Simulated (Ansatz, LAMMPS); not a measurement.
# Glassy 76SiO2-9BaO-7SrO-4Li2O-4ZrO2 (mol %) (128 atoms): a single point

Aim: energy, forces, charges and density of states of glassy 76SiO2-9BaO-7SrO-4Li2O-4ZrO2 (mol %) (128 atoms) at a fixed geometry.

Program: Ansatz 0.2.0. Level of theory: Kohn-Sham DFT, LDA, PAW (set soft_2), plane waves. Results are calculated unless marked as measured.

## Step 1: The starting structure

The cell holds 128 atoms: 34 Si, 4 Ba, 3 Sr, 4 Li, 2 Zr and 81 O. Cell: a = 12.146 Å, b = 12.146 Å, c = 12.146 Å, α = 90.0°, β = 90.0°, γ = 90.0°. 128 atoms (34 Si, 4 Ba, 3 Sr, 4 Li, 2 Zr, 81 O) placed at random at 2.87 g/cm³, melted at 4000 K for 10 ps at fixed volume with the Morse and Coulomb pair potential with partial charges (Pedone, Malavasi, Menziani, Cormack and Segre, J. Phys. Chem. B 110, 11780 (2006)). Quenched from 4000 K to 300 K at 300 K/ps and fixed volume, held 10 ps at zero pressure, then minimised at fixed cell.

Before any run, some limits are plain. The quench rate of 300 K/ps far exceeds what a furnace or splat quench reaches, so expect more defects and frozen-in strain than in a real sample. The starting topology of bonds comes from the classical model, and needn't be the one that DFT or experiment would give. Only the Γ point is sampled, in a cell whose shortest periodic width is 12 Å. No spin–orbit coupling is included, so levels derived from the heavy atoms are approximate.

## Step 2: The classical run that made the cell

A classical potential supplies the starting structure, since it reaches far longer times than DFT.

This step: classical MD, Morse and Coulomb pair potential with partial charges (Pedone, Malavasi, Menziani, Cormack and Segre, J. Phys. Chem. B 110, 11780 (2006)) (LAMMPS 22 Jul 2025 - Update 4).

Contents of in.lmp:

```
# melt-quench of Si34Ba4Sr3Li4Zr2O81
units metal
atom_style charge
boundary p p p
region box block 0 12.3779 0 12.3779 0 12.3779
create_box 6 box
mass 1 28.0850   # Si
mass 2 137.3270   # Ba
mass 3 87.6200   # Sr
mass 4 6.9400   # Li
mass 5 91.2240   # Zr
mass 6 15.9990   # O
create_atoms 1 random 34 82850 NULL overlap 1.5 maxtry 2000
create_atoms 2 random 4 82857 NULL overlap 1.5 maxtry 2000
create_atoms 3 random 3 82864 NULL overlap 1.5 maxtry 2000
create_atoms 4 random 4 82871 NULL overlap 1.5 maxtry 2000
create_atoms 5 random 2 82878 NULL overlap 1.5 maxtry 2000
create_atoms 6 random 81 82885 NULL overlap 1.5 maxtry 2000
pair_style hybrid/overlay pedone 5.5 coul/long 8.0
pair_coeff * * coul/long
pair_coeff 1 6 pedone 0.340554 2.006700 2.100000 1   # Si-O
pair_coeff 2 6 pedone 0.065011 1.547596 3.393410 5   # Ba-O
pair_coeff 3 6 pedone 0.019623 1.886000 3.328330 3   # Sr-O
pair_coeff 4 6 pedone 0.001114 3.429506 2.681360 1   # Li-O
pair_coeff 5 6 pedone 0.206237 2.479675 2.436997 1   # Zr-O
pair_coeff 6 6 pedone 0.042395 1.379316 3.618701 22   # O-O
set type 1 charge 2.4
set type 2 charge 1.2
set type 3 charge 1.2
set type 4 charge 0.6
set type 5 charge 2.4
set type 6 charge -1.2
kspace_style pppm 1.0e-4
neigh_modify delay 0 every 1 check yes
# [... 22 lines left out ...]
thermo 1666
fix md all npt temp 300 300 0.2 iso 0 0 2
run 5000 post no
unfix md
thermo 100
min_style cg
minimize 0 1e-3 2000 20000
write_dump all custom glass.dump id type xs ys zs modify sort id
```

Run with:

```
lmp -in in.lmp -log none -nocite
```

Numbers of over 12 decimals in the logs are rounded to 6 here.

What it wrote:

```text
LAMMPS (22 Jul 2025 - Update 4)
Created orthogonal box = (0 0 0) to (12.3779 12.3779 12.3779)
Created 34 atoms
Created 4 atoms
Created 3 atoms
Created 4 atoms
Created 2 atoms
Created 81 atoms
PPPM initialization ...
  G vector (1/distance) = 0.39108419
  grid = 15 15 15
  estimated relative force accuracy = 3.8137951e-05
   Step          Time           Temp          PotEng         Press         Density
         0   0              0             -2.1031627      610383.43      2.8660166
       100   0.2            0             -15.650934     -26279.676      2.8660166
       106   0.212          0             -15.662794     -27430.489      2.8660166
Loop time of 0.0868223 s on 1 MPI rank(s) for 106 steps with 128 atoms
Minimization stats:
  Stopping criterion = energy tolerance
  Energy initial, next-to-last, final =
     -2.10316266032099  -15.6618515444853  -15.6627943341551
  Force two-norm initial, final = 365.64084 2.1271722
  Iterations, force evaluations = 106 132
   Step          Time           Temp          PotEng         Press         Density
         0   0              4000          -15.662794      9552.886       2.8660166
       500   1              1862.4304     -15.45253      -14144.675      2.8660166
      1000   2              1814.924      -15.443619     -10000.194      2.8660166
[... 3 lines left out ...]
      1666   3.332          4257.4357     -15.054521      35834.945      2.8660166
      2499   4.998          4140.4474     -15.145673      15535.519      2.8660166
      3332   6.664          3885.4511     -15.095293      21096.174      2.8660166
      4165   8.33           4690.4672     -15.004685      29074.197      2.8660166
      4998   9.996          4036.9809     -15.070639      18038.705      2.8660166
[... 2 lines left out ...]
Loop time of 2.87111 s on 1 MPI rank(s) for 5000 steps with 128 atoms
   Step          Time           Temp          PotEng         Press         Density
[... 12 lines left out ...]
Loop time of 3.42085 s on 1 MPI rank(s) for 6167 steps with 128 atoms
   Step          Time           Temp          PotEng         Press         Density
[... 3 lines left out ...]
     16660   33.32          290.70901     -15.761161     -2634.0008      3.0038604
     17167   34.334         297.91251     -15.759272     -3779.6697      3.0332485
Loop time of 3.88617 s on 1 MPI rank(s) for 5000 steps with 128 atoms
   Step          Time           Temp          PotEng         Press         Density
     17167   34.334         297.91251     -15.759276     -3782.1725      3.0332485
     17184   34.368         297.91251     -15.800026      2054.1289      3.0332485
Loop time of 0.0421079 s on 1 MPI rank(s) for 17 steps with 128 atoms
Minimization stats:
  Stopping criterion = linesearch alpha is zero
  Energy initial, next-to-last, final =
     -15.7592755892591  -15.8000258314334  -15.8000258314334
  Force two-norm initial, final = 15.417613 0.55118546
  Iterations, force evaluations = 17 67
```

Run time: 11 s. Hardware: 1 thread of Arm Neoverse V2, shared host; peak memory 0.076 GiB.

## Step 3: Plane-wave single point

The electrons are solved once, with the atoms held.

Contents of input.yaml:

```yaml
crystal:
  lattice:
    - [12.14611, 0.0, 0.0]
    - [0.0, 12.14611, 0.0]
    - [0.0, 0.0, 12.14611]
  atoms:
    - { symbol: Si, position: [0.96669, 0.00894, 0.40476] }
    - { symbol: Si, position: [0.0123, 0.904, 0.76789] }
    - { symbol: Si, position: [0.67495, 0.17918, 0.22752] }
    - { symbol: Si, position: [0.25427, 0.88155, 0.68247] }
    - { symbol: Si, position: [0.67426, 0.40819, 0.11703] }
    - { symbol: Si, position: [0.00828, 0.81908, 0.22691] }
    - { symbol: Si, position: [0.72369, 0.77466, 0.48283] }
    - { symbol: Si, position: [0.60695, 0.97814, 0.7202] }
    - { symbol: Si, position: [0.89557, 0.45245, 0.40141] }
    - { symbol: Si, position: [0.97468, 0.2368, 0.26715] }
    - { symbol: Si, position: [0.45492, 0.83327, 0.84653] }
    - { symbol: Si, position: [0.68232, 0.37031, 0.37063] }
    - { symbol: Si, position: [0.81827, 0.66966, 0.27066] }
    - { symbol: Si, position: [0.17519, 0.10633, 0.98252] }
    - { symbol: Si, position: [0.57891, 0.14356, 0.91795] }
    - { symbol: Si, position: [0.511, 0.90388, 0.50204] }
    - { symbol: Si, position: [0.20964, 0.6368, 0.58773] }
    - { symbol: Si, position: [0.40833, 0.49113, 0.68] }
    - { symbol: Si, position: [0.99516, 0.50121, 0.62755] }
    - { symbol: Si, position: [0.6271, 0.74144, 0.11961] }
    - { symbol: Si, position: [0.21214, 0.96786, 0.45443] }
    - { symbol: Si, position: [0.92209, 0.3503, 0.82265] }
    - { symbol: Si, position: [0.97797, 0.95561, 0.0183] }
    - { symbol: Si, position: [0.9018, 0.51104, 0.02051] }
    - { symbol: Si, position: [0.72409, 0.98831, 0.0845] }
    - { symbol: Si, position: [0.8408, 0.03506, 0.62078] }
    - { symbol: Si, position: [0.34756, 0.25281, 0.5711] }
    - { symbol: Si, position: [0.21658, 0.72862, 0.35185] }
    - { symbol: Si, position: [0.51196, 0.65028, 0.52622] }
    - { symbol: Si, position: [0.92678, 0.72743, 0.61106] }
    - { symbol: Si, position: [0.35793, 0.94011, 0.06313] }
    - { symbol: Si, position: [0.37701, 0.70928, 0.15419] }
    [... 90 atom lines left out ...]
    - { symbol: O, position: [0.82645, 0.1608, 0.61126] }
    - { symbol: O, position: [0.87147, 0.9929, 0.49521] }
    - { symbol: O, position: [0.22939, 0.84826, 0.39914] }
    - { symbol: O, position: [0.50368, 0.74135, 0.17498] }
    - { symbol: O, position: [0.10607, 0.57107, 0.63857] }
    - { symbol: O, position: [0.94343, 0.99399, 0.699] }
kpoints:
  mp_grid: { grid: [1, 1, 1] }
hamiltonian:
  xc: lda
scf:
  occupations: { method: fermi_dirac, width: 0.05 }
output:
  forces: true
  stress: true
  populations: true
  dos:
    method: { smearing: { sigma: 0.08 } }
    de: 0.1
    projected: { site_lists: { Ba: [Ba], Li: [Li], O: [O], Si: [Si], Sr: [Sr] } }
  eigenvalues: true
  write_density: true
  write_potential: true
  volumetric_format: npy
```

Run with:

```
ansatz run input.yaml --threads 8 --pin off --max-ram 15872MiB --backend cpu --events-out ev --progress --plain --runs-dir out
```

What it wrote:

```text
Engine: ansatz 0.2.0, aarch64-unknown-linux-gnu
Pseudopotentials: kind: paw
Pseudopotential: Si, paw, valence charge 4, recommended cutoff 420 eV (normal), Si.paw.azcp
Pseudopotential: Ba, paw, valence charge 10, recommended cutoff 420 eV (normal), Ba.paw.azcp
Pseudopotential: Sr, paw, valence charge 10, recommended cutoff 420 eV (normal), Sr.paw.azcp
Pseudopotential: Li, paw, valence charge 3, recommended cutoff 420 eV (normal), Li.paw.azcp
Pseudopotential: Zr, paw, valence charge 12, recommended cutoff 420 eV (normal), Zr.paw.azcp
Pseudopotential: O, paw, valence charge 6, recommended cutoff 420 eV (normal), O.paw.azcp
Functional definition: SPW92
  exchange = slater_x
  correlation = pw_c
Crystal: 128 atoms, lattice volume = 1791.891 Å³
Basis set: ecut = 420 eV, 35033 PW (Γ)
Bands: 492, of which v1, the nominal top of the filled ones, is band 364 counted from 1 (363 counted from 0)
Symmetry: 1 space group operations
[...]
atom   8  Si     0.02272550    -0.48649102    -0.39927184
[...]
atom  13  Si    -0.71075481     0.34322549     1.74791624
  atom  14  Si     0.64360272    -0.64690008     1.30114606
[...]
atom 127  O      0.60456064    -0.40617355     0.19526820
  atom 128  O      0.64646118     0.40980534     0.58443524
  max |Σ_I F_I| component: 1.55e-4 eV/Å
--- Stress (GPa, compression-positive) ---
       -0.394304       0.727606      -0.406016
        0.727606      -2.002039       0.522260
       -0.406016       0.522260      -2.819494
  P = ⅓ Tr σ = -1.7386 GPa (-17.386 kbar)
--- Band table (eV) ---
  k-point 0: bands = ["-44.5400", "-43.6400", "-38.8871", "-38.2952", [... 476 levels ...], "12.9080", "12.9469", "12.9751", "13.0002", "13.0141", "13.0474", "13.0516", "13.0872", "13.1070", "13.1255", "13.1679", "13.1828"]
--- Löwdin populations: 128 sites ---
  site symbol       q [e]
     0     Si      2.2602
     1     Si      2.2835
     2     Si      2.2870
[...]
127      O      6.8060
  spilling = 0.013407 (of n_electrons = 728.000000)
[key lines of the parts left out:]
SCF converged after 10 iterations
Free energy (F): -108233.635805 eV
Fermi energy:    5.750848 eV
```

Run time: 21 s. Hardware: 8 threads of Arm Neoverse V2, shared host; peak memory 2.7 GiB; 2.6 min of CPU time.

The column dr2 measures how far the density is from self-consistency, as an energy; F and HF (Harris–Foulkes) agree once it is small.

The run gave:

- free energy: -108233.6358 eV
- free energy per atom: -845.5753 eV/atom
- SCF cycles: 10
- pressure: -1.739 GPa
- r.m.s. force component: 0.8872 eV/Å
- longest force: 4.199 eV/Å
- Fermi energy: 5.751 eV
- gap (highest filled to lowest empty level): 2.491 eV
- spilling of the projection: 0.01341

Length of the force by element:

```csv
element,coordination,atoms,mean length of the force (eV/Å),spread,least,most
Ba,all,4,0.928,0.402,0.252,1.31
Li,all,4,0.456,0.137,0.251,0.628
O,all,81,1.29,0.69,0.134,3.66
Si,all,34,1.66,0.813,0.330,4.20
Sr,all,3,1.11,0.495,0.545,1.75
Zr,all,2,1.28,0.0364,1.25,1.32
```

Löwdin charges by element (they lack the spilled electrons, 0.076 e an atom on average):

```csv
element,coordination,atoms,mean charge (e),spread,least,most
Ba,all,4,1.85,0.0068,1.84,1.86
Li,all,4,0.771,0.0152,0.752,0.793
O,all,81,-0.82,0.0754,-1.02,-0.748
Si,all,34,1.68,0.0529,1.54,1.77
Sr,all,3,1.81,0.0018,1.81,1.81
Zr,all,2,1.51,0.0119,1.50,1.53
```

Density of states as counts of states in windows of 1 eV (from the Fermi level), total and the larger projections:

```csv
from (eV),to (eV),total,O p,Si p,O s
-18,-17,23.6,0.5,2.2,12.3
-17,-16,9.4,0.2,0.4,2.5
-16,-15,0.0,0.0,0.0,0.0
-15,-14,6.0,0.1,0.0,0.0
-14,-13,4.5,0.1,0.0,0.0
-13,-12,20.3,5.0,0.4,0.4
-12,-11,11.1,7.4,0.7,0.6
-11,-10,19.6,13.5,1.9,1.0
-10,-9,25.2,18.5,3.8,0.7
-9,-8,35.6,27.1,6.6,0.5
-8,-7,23.8,18.2,3.6,0.5
-7,-6,57.2,47.3,4.6,2.5
-6,-5,77.6,67.8,4.1,2.2
-5,-4,84.6,77.0,2.9,1.4
-4,-3,79.7,74.6,1.6,0.8
-3,-2,42.3,39.9,0.8,0.3
-2,-1,22.4,21.1,0.6,0.1
-1,1,0.0,0.0,0.0,0.0
1,2,6.9,0.6,0.3,0.4
2,3,19.2,1.3,1.4,0.8
3,4,26.5,1.7,3.4,2.0
4,5,44.8,2.6,8.0,3.6
```

The curve was stored every 0.10 eV, coarse against its broadening of 0.08 eV, so these counts are rough.

Between -26 and -18 eV lie 147 more states.

About 38 of the 728 electrons lie in deeper levels, below the stored range.

Not all projections were asked for or kept, so they needn't add up to the total.

The levels nearest the highest filled one (over half full), pooled over k-points and spins:

| level less the highest filled one (eV) | occupation |
| --- | --- |
| -0.472 | 2 |
| -0.450 | 2 |
| -0.413 | 2 |
| -0.349 | 2 |
| -0.0444 | 2 |
| 0 | 2 |
| 2.49 | 0 |
| 2.73 | 0 |
| 3.05 | 0 |
| 3.22 | 0 |
| 3.39 | 0 |
| 3.42 | 0 |

Electrostatic potential energy in the ac plane at fractional y = 0.179, with atoms of Si and Ba and Sr and Li and O within 0.2 Å of it. With pseudopotentials it is smooth inside the atoms' cores, unlike the true potential.

Ten even steps from '0' (-38 eV) to '9' (12 eV), each cell a mean:
```
8998766788999952376446899999987446
9999887888889841253003789999999889
9999974588888887874114799999999989
9999973488888899987678899999999857
9999998899888899999999999999999989
8766788999998999999999999999999999
6311258999843699999999999999999998
4000037899500289999888899999899997
4100147899843699998766789983149997
7533478999877889986200168972038998
8877889999877789985000037998789999
9999999999887425887200268999999999
9999999999996002898766788999999999
9999887789998536999988899999999999
9999864478998888999999999999999987
7899876688887667899999988999999854
6889998899887557874367667899998754
5789999999767778850023001689998743
7899999889878889985452000489999876
9999998888999999999985213789996578
9999998889999999999998778999996579
9999985469999999999999999999999999
9999872048999999999999999999998668
8998865479999999999888999999986325
```
Columns run along a (12.1 Å; values clipped at the 3rd and 97th percentile), rows up along c (12.1 Å). Atoms in or near the plane, at fractional coordinates: Si at (0.67, 0.23), Ba at (0.08, 0.67), Sr at (0.61, 0.55), Li at (0.94, 0.00), O at (0.41, 0.47), O at (0.35, 0.68).

Valence density in the ac plane at fractional y = 0.179, with atoms of Si and Ba and Sr and Li and O within 0.2 Å of it. It is the smooth field of the valence electrons, not physical close to the nuclei.

Values in e/Å³, 13 rows by 16 columns, each cell a mean:
```
0.1 0.1 0.3 0.4 0.1 0.1 1.0 3.3 0.8 0.3 0.2 0.1 0.0 0.0 0.4 0.8
0.2 0.1 0.9 1.7 0.3 0.1 0.3 0.8 0.4 0.4 0.3 0.1 0.0 0.0 0.4 0.9
0.2 0.1 0.4 0.6 0.2 0.1 0.1 0.0 0.1 0.1 0.1 0.0 0.0 0.0 0.3 0.6
0.7 1.0 0.7 0.1 0.3 2.7 1.3 0.1 0.0 0.0 0.0 0.0 0.1 0.1 0.1 0.1
1.0 0.9 0.9 0.1 0.4 3.1 1.5 0.1 0.1 0.4 0.4 0.1 1.0 2.8 0.4 0.1
0.2 0.5 0.2 0.2 0.2 0.3 0.4 0.2 0.4 2.2 2.1 0.3 0.8 2.3 0.4 0.1
0.0 0.0 0.1 0.1 0.1 0.5 4.0 1.9 0.3 1.1 1.0 0.1 0.0 0.1 0.0 0.0
0.2 0.0 0.2 0.7 0.1 0.2 1.5 0.7 0.1 0.0 0.1 0.1 0.1 0.0 0.1 0.4
0.5 0.1 0.1 0.4 0.1 0.2 0.4 0.2 0.6 0.6 0.2 0.5 0.2 0.0 0.3 1.5
0.3 0.3 0.2 0.1 0.5 1.0 0.4 0.3 2.9 3.1 0.4 0.3 0.2 0.1 0.2 0.5
0.1 0.1 0.1 0.1 0.3 0.3 0.1 0.1 0.3 0.4 0.3 0.2 0.1 0.2 1.3 0.8
0.1 0.0 0.4 1.4 0.3 0.0 0.0 0.0 0.0 0.0 0.1 0.1 0.0 0.1 0.7 0.4
0.1 0.1 0.8 2.4 0.5 0.0 0.1 0.3 0.1 0.1 0.1 0.0 0.0 0.0 1.1 2.0
```
Columns run along a (12.1 Å), rows up along c (12.1 Å). Atoms in or near the plane, at fractional coordinates: Si at (0.67, 0.23), Ba at (0.08, 0.67), Sr at (0.61, 0.55), Li at (0.94, 0.00), O at (0.41, 0.47), O at (0.35, 0.68).

Mean Löwdin charges: Ba +1.85, Li +0.77, O -0.82, Si +1.68, Sr +1.81, Zr +1.51 e (they miss 1.3 % of the electrons, so they add up to more than the cell's charge).

## Step 4: Local order

These statistics describe the geometry on which the runs were made.

Density 3.03 g/cm³, 14.00 Å³ an atom.

Pair distribution functions g(r), in bins of 0.2 Å:

```
r (Å)  total   O-O  O-Si  O-Ba  O-Li  O-Sr   O-Zr
 1.50   1.39  0.00  4.12  0.00  0.00  0.00   0.00
 1.70   3.16  0.00  9.40  0.00  0.00  0.00   0.00
 1.90   0.16  0.00  0.00  0.00  4.07  0.00   0.00
 2.10   0.30  0.00  0.00  0.00  2.10  0.00  10.87
 2.30   0.05  0.00  0.00  0.00  0.87  0.00   0.89
 2.50   1.19  2.68  0.00  0.00  0.67  2.88   0.00
 2.70   1.70  3.78  0.00  2.38  0.00  2.04   0.00
 2.90   0.66  0.67  0.12  2.07  1.59  1.77   0.00
 3.10   0.98  0.84  0.29  1.61  1.14  1.20   0.00
 3.30   0.77  0.74  0.66  1.39  0.39  0.81   0.00
 3.50   0.89  0.77  1.06  0.35  0.55  0.69   0.34
 3.70   1.00  0.57  1.54  0.79  1.92  0.65   0.31
 3.90   0.98  0.62  1.58  0.87  0.73  0.39   1.13
 4.10   1.36  0.69  2.27  1.04  1.05  1.39   1.80
 4.30   1.14  0.90  1.48  1.07  1.53  0.94   1.92
 4.50   0.85  0.90  0.73  1.09  1.21  0.87   1.07
 4.70   1.06  1.27  0.68  1.69  0.60  1.32   2.01
 4.90   0.98  1.33  0.60  1.01  0.92  1.10   0.92
 5.10   1.11  1.42  0.62  1.11  0.84  1.69   0.35
 5.30   1.04  1.28  0.77  1.18  1.10  1.27   0.47
 5.50   0.91  0.95  0.92  0.73  0.58  0.77   0.43
 5.70   0.93  0.87  0.99  1.23  0.88  0.82   0.82
 5.90   0.97  0.81  1.21  0.82  1.13  0.42   0.51
```

Local excerpt of 10 atoms (numbers count through the whole input) about Si16, which bears the longest force; x, y, z are measured from there.

| atom | x | y | z | distance (Å) | Löwdin charge (e) | Fx | Fy | Fz (eV/Å) |
| --- | --- | --- | --- | --- | --- | --- | --- | --- |
| Si16 | 0.00 | 0.00 | 0.00 | 0.00 | 1.69 | 1.99 | -3.31 | 1.66 |
| O94 | -0.71 | 0.71 | -1.15 | 1.52 | -0.75 | -1.28 | 1.66 | -1.73 |
| O55 | 0.26 | 0.93 | 1.32 | 1.63 | -0.80 | -0.57 | 1.17 | 0.23 |
| O51 | 1.56 | -0.37 | -0.39 | 1.65 | -0.79 | 0.36 | 1.28 | -0.39 |
| O111 | -0.52 | -1.50 | 0.51 | 1.66 | -0.79 | -0.52 | 0.46 | 0.42 |
| Si7 | 2.58 | -1.57 | -0.23 | 3.03 | 1.74 | -1.81 | -1.19 | 0.91 |
| Si8 | 1.17 | 0.90 | 2.65 | 3.03 | 1.69 | 0.02 | -0.49 | -0.40 |
| Si29 | 0.01 | -3.08 | 0.29 | 3.09 | 1.63 | 0.52 | 2.53 | 0.11 |
| O98 | -2.99 | 0.67 | 0.90 | 3.19 | -0.76 | 0.58 | 0.68 | 0.47 |
| O85 | 1.60 | -2.83 | 0.10 | 3.25 | -0.81 | 0.83 | -0.75 | 0.64 |

## Step 5: What came out

```
free energy per atom                             : -845.5753 eV/atom
pressure                                         : -1.739 GPa
r.m.s. force component                           : 0.8872 eV/Å
gap (highest filled to lowest empty level) : 2.491 eV
wall time of the 1 DFT run                       : 21 s
```

What this shows: Filled and empty levels are parted by 2.49 eV (at Γ alone); a local or semilocal functional tends to put such gaps too low. In a disordered cell it changes from sample to sample, and tail or defect levels can set it.

What to keep in mind: The geometry was minimised with a classical potential after classical dynamics and isn't relaxed at this level: its force components are 0.89 eV/Å r.m.s. The pressure of -1.7 GPa belongs to a cell and atoms that aren't relaxed at this level.

[Logs are printed without paths, hosts, clocks, repeated set-up lines and the standing remarks that a program may print on its own settings, such as how far it seeks lower states.]

[Hosts, paths, dates, database ids (printed as entryN), source tags and the programs' standing remarks are cut or masked in the printed files.]
